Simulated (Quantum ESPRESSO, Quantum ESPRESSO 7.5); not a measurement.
# Ionisation energy and electron affinity at BN(110)

Wanted: ionisation energy, electron affinity and surface tilt of BN(110).

Method: plane-wave DFT, PBE, GBRV ultrasoft pseudopotentials, in Quantum ESPRESSO 7.5.

Most raw output is cut from this account.

## Step 1: Set-up

The cell holds 18 atoms: 9 B and 9 N. Cell: a = 3.630 Å, b = 2.567 Å, c = 26.267 Å, α = 90.0°, β = 90.0°, γ = 90.0°. It derives from BN. Vacuum lies along c.

## Step 2: Ground state of the ideal slab

First the slab as cut from the crystal, for comparison.

The input, ideal.in:

```
&control
  prefix = 'ideal'
  outdir = './out'
  pseudo_dir = './pseudo'
  calculation = 'scf'
  tprnfor = .true.
/
&system
  ibrav = 0
  nat = 18
  ntyp = 2
  ecutwfc = 40
  ecutrho = 200
  occupations = 'smearing'
  smearing = 'fd'
  degauss = 0.002
/
&electrons
  conv_thr = 1e-07
  mixing_beta = 0.4
  electron_maxstep = 120
  mixing_mode = 'plain'
/
ATOMIC_SPECIES
  B   10.8100  b_pbe_v1.4.uspp.F.UPF
  N   14.0070  n_pbe_v1.2.uspp.F.UPF
CELL_PARAMETERS angstrom
  3.63000000000000 0.00000000000000 0.00000000000000
  0.00000000000000 2.56679761570717 0.00000000000000
  0.00000000000000 0.00000000000000 26.26719046282867
ATOMIC_POSITIONS crystal
  B   0.000000000000 0.000000000000 0.304562454493
  N   0.250000000000 0.500000000000 0.304562454493
  B   0.500000000000 0.500000000000 0.353421840870
  N   0.750000000000 0.000000000000 0.353421840870
  B   0.000000000000 0.000000000000 0.402281227247
  N   0.250000000000 0.500000000000 0.402281227247
  B   0.500000000000 0.500000000000 0.451140613623
  N   0.750000000000 0.000000000000 0.451140613623
  B   0.000000000000 0.000000000000 0.500000000000
  N   0.250000000000 0.500000000000 0.500000000000
  B   0.500000000000 0.500000000000 0.548859386377
  N   0.750000000000 0.000000000000 0.548859386377
  B   0.000000000000 0.000000000000 0.597718772753
  N   0.250000000000 0.500000000000 0.597718772753
  B   0.500000000000 0.500000000000 0.646578159130
  N   0.750000000000 0.000000000000 0.646578159130
  B   0.000000000000 0.000000000000 0.695437545507
  N   0.250000000000 0.500000000000 0.695437545507
K_POINTS automatic
  4 6 1 0 0 0
```

Launch:

```
$ OMP_NUM_THREADS=1 mpirun -n 4 pw.x -nk 2 -in ideal.in > ideal.out
```

Wall time 24 s (4 MPI ranks of Arm Neoverse V1, shared host); peak memory 0.4 GiB; 97 s of CPU time.

Numbers from this step:

* free energy: -3265.3020 eV
* Fermi energy: 2.995 eV

## Step 3: Electrostatic potential of the ideal slab

The vacuum level is read from the electrostatic potential (plot_num = 11), averaged over planes.

The input, ideal.pot.in:

```
&inputpp
  prefix = 'ideal'
  outdir = './out'
  filplot = 'ideal.pot.dat'
  plot_num = 11
/
```

Launch:

```
$ OMP_NUM_THREADS=1 mpirun -n 4 pp.x -in ideal.pot.in > ideal.pot.out
```

Elapsed: 0.8 s, on 4 MPI ranks; peak memory 0.09 GiB; 2.9 s of CPU time.

This step gave:

* slope of the potential above: 1.83e-5 eV/Å
* upper vacuum line continued to the top atoms, over the Fermi level: 4.574 eV
* slope of the potential below: -1.54e-5 eV/Å
* lower vacuum line continued to the bottom atoms, over the Fermi level: 4.574 eV
* vacuum level at the upper face over a Fermi level inside the gap: 4.574 eV
* vacuum level at the lower face over a Fermi level inside the gap: 4.574 eV

## Step 4: Macroscopic average

A running mean over two layers gives the mean potential in the slab's middle.

The input, ideal.avg.in:

```
1
ideal.pot.dat
1.0
409
3
4.8505445110
```

Launch:

```
$ OMP_NUM_THREADS=1 average.x < ideal.avg.in > ideal.avg.out
```

The job ended after 0.52 s (1 MPI rank; peak memory 0.1 GiB).

This step gave:

```
average.x's running mean in the middle layers, on the run's own zero                  : -7.767 eV
mean potential by an exact Fourier window in the middle layers, on the run's own zero : -7.767 eV
```

Electrostatic potential energy of an electron; zero at the Fermi level; window 2.5668 Å. Potential energy, running mean against z:

z (Å), potential energy, running mean (eV) and a bar from the least value:
```
        0        4.6 ##############################
        1        4.6 ##############################
        2        4.6 ##############################
        3        4.6 ##############################
        4        4.6 ##############################
        5        4.6 ##############################
        6        4.1 #############################
        7       -1.3 ###################
        8       -6.7 ########
        9      -10.3 #
       10      -10.8 
       11      -10.8 
       12      -10.7 
       13      -10.7 
       14      -10.8 
       15      -10.9 
       16      -10.7 
       17      -10.3 #
       18       -8.6 ####
       19       -2.7 ################
       20        3.5 ############################
       21        4.5 ##############################
       22        4.6 ##############################
       23        4.6 ##############################
       24        4.6 ##############################
       25        4.6 ##############################
       26        4.6 ##############################
```

## Step 5: Relaxation with pw.x

Both faces relax; the three middle layers are held, so that the slab's middle stays bulk-like.

relax.in, as its differences from the input of step 2:

```diff
@@ -1,7 +1,8 @@
 &control
-  prefix = 'ideal'
+  prefix = 'relax'
   outdir = './out'
   pseudo_dir = './pseudo'
-  calculation = 'scf'
-  tprnfor = .true.
+  nstep = 60
+  forc_conv_thr = 0.001
+  calculation = 'relax'
 /
@@ -23,2 +24,4 @@
 /
+&ions
+/
 ATOMIC_SPECIES
@@ -37,8 +40,8 @@
   N   0.250000000000 0.500000000000 0.402281227247
-  B   0.500000000000 0.500000000000 0.451140613623
-  N   0.750000000000 0.000000000000 0.451140613623
-  B   0.000000000000 0.000000000000 0.500000000000
-  N   0.250000000000 0.500000000000 0.500000000000
-  B   0.500000000000 0.500000000000 0.548859386377
-  N   0.750000000000 0.000000000000 0.548859386377
+  B   0.500000000000 0.500000000000 0.451140613623 0 0 0
+  N   0.750000000000 0.000000000000 0.451140613623 0 0 0
+  B   0.000000000000 0.000000000000 0.500000000000 0 0 0
+  N   0.250000000000 0.500000000000 0.500000000000 0 0 0
+  B   0.500000000000 0.500000000000 0.548859386377 0 0 0
+  N   0.750000000000 0.000000000000 0.548859386377 0 0 0
   B   0.000000000000 0.000000000000 0.597718772753
```

Launch:

```
$ OMP_NUM_THREADS=1 mpirun -n 4 pw.x -nk 2 -in relax.in > relax.out
```

Run time: 2.9 min. Hardware: 4 MPI ranks; peak memory 0.4 GiB.

The steps of the relaxation:

| step | energy less that of the first step (eV) | largest force (eV/Å) |
| --- | --- | --- |
| 1 | 0.0000 | 6.2846 |
| 2 | -1.7214 | 2.6241 |
| 3 | -2.0697 | 0.8533 |
| 4 | -2.1325 | 0.6404 |
| 5 | -2.1590 | 0.2500 |
| 6 | -2.1632 | 0.1753 |
| 7 | -2.1675 | 0.1432 |
| 8 | -2.1727 | 0.1100 |
| 9 | -2.1780 | 0.1314 |
| 10 | -2.1802 | 0.1357 |
| 11 | -2.1817 | 0.0783 |
| 12 | -2.1821 | 0.0275 |

The atoms that moved most (Å):

| atom | dx | dy | dz | length |
| --- | --- | --- | --- | --- |
| B17 | 0.182 | 0.000 | -0.233 | 0.295 |
| B1 | 0.182 | 0.000 | 0.233 | 0.295 |
| N18 | -0.062 | 0.000 | -0.020 | 0.065 |
| N2 | -0.062 | 0.000 | 0.020 | 0.065 |
| B3 | 0.006 | 0.000 | -0.048 | 0.048 |
| B15 | 0.006 | 0.000 | 0.048 | 0.048 |
| N4 | -0.021 | 0.000 | -0.024 | 0.032 |
| N16 | -0.021 | 0.000 | 0.024 | 0.032 |

Final coordinates:

```cif
data_structure
_symmetry_space_group_name_H-M 'P 1'
_symmetry_Int_Tables_number 1
_cell_length_a 3.6300
_cell_length_b 2.5668
_cell_length_c 26.2672
_cell_angle_alpha 90.000
_cell_angle_beta 90.000
_cell_angle_gamma 90.000
_cell_volume 244.74
loop_
_atom_site_label
_atom_site_type_symbol
_atom_site_fract_x
_atom_site_fract_y
_atom_site_fract_z
_atom_site_occupancy
B1 B 0.05019 0.00000 0.31342 1
N2 N 0.23296 0.50000 0.30531 1
B3 B 0.50172 0.50000 0.35161 1
N4 N 0.74408 0.00000 0.35252 1
B5 B 0.00212 0.00000 0.40298 1
N6 N 0.25085 0.50000 0.40259 1
B7 B 0.50000 0.50000 0.45114 1
N8 N 0.75000 0.00000 0.45114 1
B9 B 0.00000 0.00000 0.50000 1
N10 N 0.25000 0.50000 0.50000 1
B11 B 0.50000 0.50000 0.54886 1
N12 N 0.75000 0.00000 0.54886 1
B13 B 0.00212 0.00000 0.59702 1
N14 N 0.25085 0.50000 0.59741 1
B15 B 0.50172 0.50000 0.64839 1
N16 N 0.74408 0.00000 0.64748 1
B17 B 0.05019 0.00000 0.68658 1
N18 N 0.23296 0.50000 0.69469 1
```

The relaxation lowers the energy by 121 meV an atom. On the free atoms the largest force ends at 0.027 eV/Å.

Read from the output:

* free energy: -3267.4841 eV
* Fermi energy: 2.449 eV

The program's own clock; routines nest. Time by routine:

| routine | wall time (s) | calls |
| --- | --- | --- |
| PWSCF | 175.9 | 1 |
| electrons | 169.3 | 12 |
| c_bands | 145.7 | 92 |
| cegterg | 138.4 | 552 |
| h_psi | 87.99 | 2329 |
| fftw | 65.55 | 149632 |
| vloc_psi | 60.7 | 2329 |
| calbec | 21.23 | 3169 |
| sum_band | 18.98 | 92 |
| h_psi:calbec | 13.67 | 2329 |
| add_vuspsi | 13.35 | 2329 |
| s_psi | 13.26 | 2329 |
| forces | 4.61 | 12 |
| cdiaghg | 4.24 | 2251 |

## Step 6: Ground state of the relaxed slab

The relaxed slab, with empty bands to show its gap.

The input, scf.in:

```
&control
  prefix = 'scf'
  outdir = './out'
  pseudo_dir = './pseudo'
  calculation = 'scf'
  tprnfor = .true.
/
&system
  ibrav = 0
  nat = 18
  ntyp = 2
  ecutwfc = 40
  ecutrho = 200
  occupations = 'smearing'
  smearing = 'fd'
  degauss = 0.002
  nbnd = 44
/
&electrons
  conv_thr = 1e-08
  mixing_beta = 0.4
  electron_maxstep = 120
  mixing_mode = 'plain'
/
ATOMIC_SPECIES
  B   10.8100  b_pbe_v1.4.uspp.F.UPF
  N   14.0070  n_pbe_v1.2.uspp.F.UPF
CELL_PARAMETERS angstrom
  3.63000000000000 0.00000000000000 0.00000000000000
  0.00000000000000 2.56679761570717 0.00000000000000
  0.00000000000000 0.00000000000000 26.26719046282867
ATOMIC_POSITIONS crystal
  B   0.050188782100 0.000000000000 0.313415942000
  N   0.232963899500 0.500000000000 0.305306182900
  B   0.501719038400 0.500000000000 0.351608057800
  N   0.744078572600 0.000000000000 0.352521722700
  B   0.002115923100 0.000000000000 0.402979460300
  N   0.250848507100 0.500000000000 0.402593295600
  B   0.500000000000 0.500000000000 0.451140613600
  N   0.750000000000 0.000000000000 0.451140613600
  B   0.000000000000 0.000000000000 0.500000000000
  N   0.250000000000 0.500000000000 0.500000000000
  B   0.500000000000 0.500000000000 0.548859386400
  N   0.750000000000 0.000000000000 0.548859386400
  B   0.002115923100 0.000000000000 0.597020539700
  N   0.250848507100 0.500000000000 0.597406704400
  B   0.501719038400 0.500000000000 0.648391942200
  N   0.744078572600 0.000000000000 0.647478277300
  B   0.050188782100 0.000000000000 0.686584058000
  N   0.232963899500 0.500000000000 0.694693817100
K_POINTS automatic
  4 6 1 0 0 0
```

Launch:

```
$ OMP_NUM_THREADS=1 mpirun -n 4 pw.x -nk 2 -in scf.in > scf.out
```

Wall time 27 s (4 MPI ranks); peak memory 0.4 GiB; 1.8 min of CPU time.

Read from the output:

* Fermi energy: 1.810 eV
* valence top, on the run's zero: 1.179 eV
* conduction bottom, on the run's zero: 3.673 eV
* gap by band count: 2.494 eV

The program's own clock; routines nest. Time by routine:

| routine | wall time (s) | calls |
| --- | --- | --- |
| PWSCF | 26.13 | 1 |
| electrons | 24.52 | 1 |
| c_bands | 21.38 | 12 |
| cegterg | 19.89 | 72 |
| h_psi | 13 | 397 |
| fftw | 9.54 | 21754 |
| vloc_psi | 8.96 | 397 |
| calbec | 2.89 | 493 |
| sum_band | 2.52 | 12 |
| h_psi:calbec | 2.02 | 397 |
| add_vuspsi | 1.97 | 397 |
| s_psi | 1.96 | 397 |
| init_run | 1.11 | 1 |
| wfcinit | 0.9 | 1 |

The run needed 12 iterations to bring the estimated error under 1e-08 Ry; the largest force on any atom, held or free, is 0.08 eV/Å.

## Step 7: Potential by pp.x of the relaxed slab

The input, pot.in:

```
&inputpp
  prefix = 'scf'
  outdir = './out'
  filplot = 'pot.dat'
  plot_num = 11
/
```

Launch:

```
$ OMP_NUM_THREADS=1 mpirun -n 4 pp.x -in pot.in > pot.out
```

Elapsed: 0.8 s, on 4 MPI ranks; peak memory 0.1 GiB.

Read from the output:

```
slope of the potential above                                          : 5.19e-6 eV/Å
upper vacuum line continued to the top atoms, over the valence top    : 6.666 eV
slope of the potential below                                          : 4.25e-6 eV/Å
lower vacuum line continued to the bottom atoms, over the valence top : 6.666 eV
vacuum level at the upper face over the valence top of the mesh       : 6.666 eV
vacuum level at the lower face over the valence top of the mesh       : 6.666 eV
```

The potential energy, planar mean oscillates, so the rows of the table below give means over windows of 1.28 Å about each position, cut where the curve ends. Its maxima inside the range that stand out by 2 % of the span (Å: eV): 8.6: -6.80, 9.9: -3.20, 11.2: -4.00, 12.5: -3.83, 13.8: -3.83, 15.1: -4.00, 16.3: -3.20, 17.6: -6.80. Its minima: 8.2: -13.0, 9.2: -15.4, 10.6: -14.9, 11.9: -14.9, 13.2: -14.9, 14.4: -14.9, 15.6: -14.9, 17.0: -15.4, 18.1: -13.0.

Electrostatic potential energy of an electron; zero at the highest filled level of the SCF mesh. Table of potential energy, planar mean by z; means over each step:

| z (Å) | potential energy, planar mean (eV) |
| --- | --- |
| 0.64 | 6.67 |
| 1.92 | 6.67 |
| 3.20 | 6.67 |
| 4.48 | 6.67 |
| 5.76 | 6.63 |
| 7.04 | 4.26 |
| 8.32 | -9.42 |
| 9.60 | -9.16 |
| 10.88 | -9.40 |
| 12.16 | -9.37 |
| 13.44 | -9.37 |
| 14.72 | -9.46 |
| 16.00 | -8.97 |
| 17.28 | -10.8 |
| 18.56 | -4.31 |
| 19.84 | 6.35 |
| 21.12 | 6.66 |
| 22.40 | 6.67 |
| 23.68 | 6.67 |
| 24.96 | 6.67 |

The vacuum is flat to 0.1 meV/Å, so its level is well defined. Inside the slab the curve depends on the local part of the pseudopotentials; only the vacuum level has a meaning of its own.

## Step 8: Planar and running averages

average.x takes the planar mean and smooths it over a window of one repeat.

The input, avg.in:

```
1
pot.dat
1.0
409
3
4.8505445110
```

Launch:

```
$ OMP_NUM_THREADS=1 average.x < avg.in > avg.out
```

Wall time 0.52 s (1 MPI rank); peak memory 0.11 GiB.

Numbers from this step:

```
average.x's running mean in the middle layers, on the run's own zero                  : -8.210 eV
mean potential by an exact Fourier window in the middle layers, on the run's own zero : -8.212 eV
```

Electrostatic potential energy of an electron; zero at the highest filled level of the SCF mesh; window 2.5668 Å. Table of potential energy, running mean by z:

| z (Å) | potential energy, running mean (eV) |
| --- | --- |
| 0 | 6.67 |
| 1 | 6.67 |
| 2 | 6.67 |
| 3 | 6.67 |
| 4 | 6.67 |
| 5 | 6.65 |
| 6 | 6.37 |
| 7 | 1.56 |
| 8 | -5.13 |
| 9 | -9.42 |
| 10 | -9.59 |
| 11 | -9.33 |
| 12 | -9.33 |
| 13 | -9.25 |
| 14 | -9.46 |
| 15 | -9.46 |
| 16 | -9.23 |
| 17 | -9.71 |
| 18 | -7.23 |
| 19 | -0.213 |
| 20 | 5.95 |
| 21 | 6.64 |
| 22 | 6.66 |
| 23 | 6.67 |
| 24 | 6.67 |
| 25 | 6.67 |
| 26 | 6.67 |

Where the running mean is not flat inside, average.x's window, rounded to the grid, doesn't match the spacings there.

## Step 9: Projected density of states of the relaxed slab

Layer by layer, the projected DOS shows whether surface states reach into the gap.

The input, pdos.in:

```
&projwfc
  prefix = 'scf'
  outdir = './out'
  filpdos = 'pdos'
  Emin = -1.821
  Emax = 4.179
  DeltaE = 0.05
  ngauss = 0
  degauss = 0.006
/
```

Launch:

```
$ OMP_NUM_THREADS=1 mpirun -n 4 projwfc.x -in pdos.in > pdos.out
```

It took 1.3 s on 4 MPI ranks; peak memory 0.11 GiB.

This step gave:

```
spilling of the projection : 0.005
```

The density of states has structure finer than the step of the table below, so its rows give means over 0.2 eV, whole bins alone (the curve runs from -3.00 to 3.05 eV). Peaks (eV: height): -2.70: 8.54, -2.40: 11.7, -1.75: 4.32, -1.50: 4.62, -1.30: 3.09, -0.20: 9.98.

Gaussian width 0.006 Ry. Table of density of states by energy, zero at the highest filled level of the SCF mesh; means over each step:

| energy (eV) | density of states (states/eV a cell) |
| --- | --- |
| -2.8 | 6.17 |
| -2.6 | 6.72 |
| -2.4 | 9.38 |
| -2.2 | 4.81 |
| -2.0 | 2.43 |
| -1.8 | 3.04 |
| -1.6 | 2.98 |
| -1.4 | 2.62 |
| -1.2 | 1.39 |
| -1.0 | 0.336 |
| -0.8 | 1.47 |
| -0.6 | 2.53 |
| -0.4 | 6.28 |
| -0.2 | 8.37 |
| 0.0 | 1.83 |
| 0.2 | 0.0256 |
| 0.4 | 0 |
| 0.6 | 0 |
| 0.8 | 0 |
| 1.0 | 0 |
| 1.2 | 0 |
| 1.4 | 0 |
| 1.6 | 0 |
| 1.8 | 0 |
| 2.0 | 0 |
| 2.2 | 2.8e-4 |
| 2.4 | 0.324 |
| 2.6 | 0.508 |
| 2.8 | 0.00224 |

Projected DOS an atom over height of the atomic layer and energy from the highest filled level of the SCF mesh. Columns are the atomic layers from the bottom up.

Values in states/eV, 22 rows by 9 columns, each cell a mean:
```
0.00 0.00 0.00 0.00 0.00 0.00 0.00 0.00 0.00
0.06 0.01 0.00 0.00 0.00 0.00 0.00 0.01 0.06
0.06 0.01 0.00 0.00 0.00 0.00 0.00 0.01 0.06
0.00 0.00 0.00 0.00 0.00 0.00 0.00 0.00 0.00
0.00 0.00 0.00 0.00 0.00 0.00 0.00 0.00 0.00
0.00 0.00 0.00 0.00 0.00 0.00 0.00 0.00 0.00
0.00 0.00 0.00 0.00 0.00 0.00 0.00 0.00 0.00
0.00 0.00 0.00 0.00 0.00 0.00 0.00 0.00 0.00
0.00 0.00 0.00 0.00 0.00 0.00 0.00 0.00 0.00
0.00 0.00 0.00 0.00 0.00 0.00 0.00 0.00 0.00
0.02 0.01 0.01 0.00 0.00 0.00 0.01 0.01 0.02
1.03 0.23 0.14 0.05 0.04 0.05 0.14 0.23 1.03
1.16 0.20 0.15 0.06 0.07 0.06 0.15 0.20 1.16
0.30 0.05 0.06 0.02 0.02 0.02 0.06 0.05 0.30
0.13 0.02 0.03 0.01 0.00 0.01 0.03 0.02 0.13
0.04 0.07 0.07 0.12 0.17 0.12 0.07 0.07 0.04
0.07 0.09 0.19 0.26 0.26 0.26 0.19 0.09 0.07
0.11 0.15 0.17 0.17 0.17 0.17 0.17 0.15 0.11
0.13 0.16 0.16 0.21 0.17 0.21 0.16 0.16 0.13
0.27 0.37 0.55 0.55 0.57 0.55 0.55 0.37 0.27
0.30 0.33 0.46 0.37 0.53 0.37 0.46 0.33 0.30
0.26 0.37 0.35 0.35 0.31 0.35 0.35 0.37 0.26
```
Columns: height of the atomic layer (Å) from 8.13 to 18.1 (not evenly spaced); rows upwards: energy from the highest filled level of the SCF mesh (eV) from -3.00 to 3.05.

(Continued in part 2 of 2.)

[Logs are printed without paths, hosts, clocks, repeated set-up lines and the standing remarks that a program may print on its own settings, such as how far it seeks lower states.]

[Hosts, paths, dates, database ids (printed as entryN), source tags and the programs' standing remarks are cut or masked in the printed files.]

[Maps of the electrostatic potential energy from Ansatz leave out the sawtooth potential of an applied field or a dipole correction, so their vacuum need not be flat; planar profiles and work functions include it.]
